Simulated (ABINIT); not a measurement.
Records of electronic-structure calculations.

```cif
data_sio2
_symmetry_space_group_name_H-M 'P4_2/mnm'
_symmetry_Int_Tables_number 136
_cell_length_a 4.1773
_cell_length_b 4.1773
_cell_length_c 2.6652
_cell_angle_alpha 90.000
_cell_angle_beta 90.000
_cell_angle_gamma 90.000
_cell_volume 46.51
loop_
_atom_site_label
_atom_site_type_symbol
_atom_site_symmetry_multiplicity
_atom_site_Wyckoff_symbol
_atom_site_fract_x
_atom_site_fract_y
_atom_site_fract_z
_atom_site_occupancy
Si1 Si 2 a 0.00000 0.00000 0.00000 1
O1 O 4 f 0.30590 0.30590 0.00000 1
_calc_subject 'Quasiparticle gap of SiO2 (Stishovite) in ABINIT'
_calc_method 'RPA screening on LDA, plane waves, norm-conserving pseudopotentials (and 2 further levels or steps)'
_calc_program 'ABINIT 10.8.3'
_calc_settings 'cutoff 36 Ha, PseudoDojo scalar-relativistic 0.4.1 standard, norm-conserving, potential set dojo-sr-lda-0.4.1-standard, ngkpt (4, 4, 4), nband 115, ecuteps 4.8 Ha, inclvkb 2, shiftk (0, 0, 0), symchi 1, awtr 1, frequency ppm, 4×4×4 k-mesh'
_calc_cost '5 runs, 9.5 min in all on 4 MPI ranks of Arm Neoverse V2, shared host'
_calc_notes 'The program’s warnings: nkpt*nsppol () is not a multiple of nproc spkpt (). The cell and positions come from the Crystallography Open Database and are kept as given unless a step says otherwise. The 4×4×4 mesh is coarse for this cell, which bears on the long-range parts of exchange and screening.'
_calc_lda_gap '5.66 eV, direct'
_calc_g0w0_gap_on_the_mesh '8.12 eV'
_calc_gw_settings '4×4×4 mesh, 115 bands, screening to 130.6 eV, Godby-Needs plasmon pole'
_calc_known_limits 'short of the basis limit; coarse k mesh'
```

[Long decimals in the printed logs are rounded to 6 places.]

[Logs are printed without paths, hosts, clocks, repeated set-up lines and the standing remarks that a program may print on its own settings, such as how far it seeks lower states.]

[Paths, hosts, dates, memory and timing lines, banners, echoed tables and standing remarks are left out of the program output; an Ansatz launch command may be rebuilt from the run's recorded settings. Measured values are a selection of at most five: reports struck by readers or far from the other reports are left out. None is set beside runs whose start may be inverted or whose files or cutoffs have a known fault.]

[Runs of the session that timed out or met a known fault of the program may be left out.]

[Hosts, paths, dates, database ids (printed as entryN), source tags and the programs' standing remarks are cut or masked in the printed files.]

[G0W0 gaps are taken among the corrected bands and points alone; a level outside them can change the order at an edge.]

[Where Ansatz stands beside ABINIT at settings called matched, ABINIT's density can come from a denser mesh and the files from another edition; pairs whose starting gaps differed by over 0.03 eV were left out, so agreement reads better than it is.]
